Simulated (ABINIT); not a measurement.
### Quasiparticle gap of Selenium (P3_121, 3 atoms a cell) in ABINIT

Symmetry: P3_121, No. 152, trigonal system. The conventional cell has a = 4.366 Å, b = 4.366 Å, c = 4.954 Å, α = 90.00°, β = 90.00°, γ = 120.00°. Nearest to Se lie 2 Se at 2.37 Å.

```xyz
3
Lattice="4.3662 0.0000 0.0000 -2.1831 3.7812 0.0000 0.0000 0.0000 4.9536" Properties=species:S:1:pos:R:3 pbc="T T T"
Se    0.9841    0.0000    1.6512
Se   -0.4921    0.8523    3.3024
Se    1.6910    2.9289    0.0000
```

| Property | Result |
| --- | --- |
| method | RPA screening on PBE, plane waves, norm-conserving pseudopotentials (and 2 further levels or steps) |
| program | ABINIT 10.8.3 |
| settings | cutoff 48 Ha, PseudoDojo scalar-relativistic 0.4 stringent, norm-conserving, potential set dojo-sr-pbe-0.4-stringent, ngkpt (3, 3, 2), nband 135, ecuteps 4.8 Ha, inclvkb 2, shiftk (0, 0, 0), symchi 1, awtr 1, frequency ppm, 3×3×2 k-mesh |
| notes | The program’s warnings: nproc spkpt=  >= nkpt= * nsppol=. The cell and positions come from the Crystallography Open Database and are kept as given unless a step says otherwise. Limits: no spin-orbit coupling. Local fields lower the RPA ε∞ on this mesh from 17.87 to 15.72; a Γ-centred mesh this coarse tends to raise both, most where the direct gap is narrow, while a short band sum lowers them. The 3×3×2 mesh is coarse for this cell, which bears on the long-range parts of exchange and screening. |
| PBE gap | 1.03 eV, indirect |
| G0W0 gap on the mesh | 1.91 eV |
| G0W0 gap over the zone (rigid shift) | 1.68 eV |
| GW settings | 3×3×2 mesh, 135 bands, screening to 130.6 eV, Godby-Needs plasmon pole |
| known limits | short of the basis limit; no spin-orbit coupling; coarse k mesh |

G0W0 moves the gap on the mesh from 1.26 eV to 1.91 eV (+0.65 eV), with Z of 0.78 and 0.79 at the edges. The mesh misses the band edges by 0.23 eV in all; a rigid shift gives 1.68 eV for the zone.

[Long decimals in the printed logs are rounded to 6 places.]

[Logs are printed without paths, hosts, clocks, repeated set-up lines and the standing remarks that a program may print on its own settings, such as how far it seeks lower states.]

[Paths, hosts, dates, memory and timing lines, banners, echoed tables and standing remarks are left out of the program output; an Ansatz launch command may be rebuilt from the run's recorded settings. Measured values are a selection of at most five: reports struck by readers or far from the other reports are left out. None is set beside runs whose start may be inverted or whose files or cutoffs have a known fault.]

[Runs of the session that timed out or met a known fault of the program may be left out.]

[Hosts, paths, dates, database ids (printed as entryN), source tags and the programs' standing remarks are cut or masked in the printed files.]

[G0W0 gaps are taken among the corrected bands and points alone; a level outside them can change the order at an edge.]

[Where Ansatz stands beside ABINIT at settings called matched, ABINIT's density can come from a denser mesh and the files from another edition; pairs whose starting gaps differed by over 0.03 eV were left out, so agreement reads better than it is.]
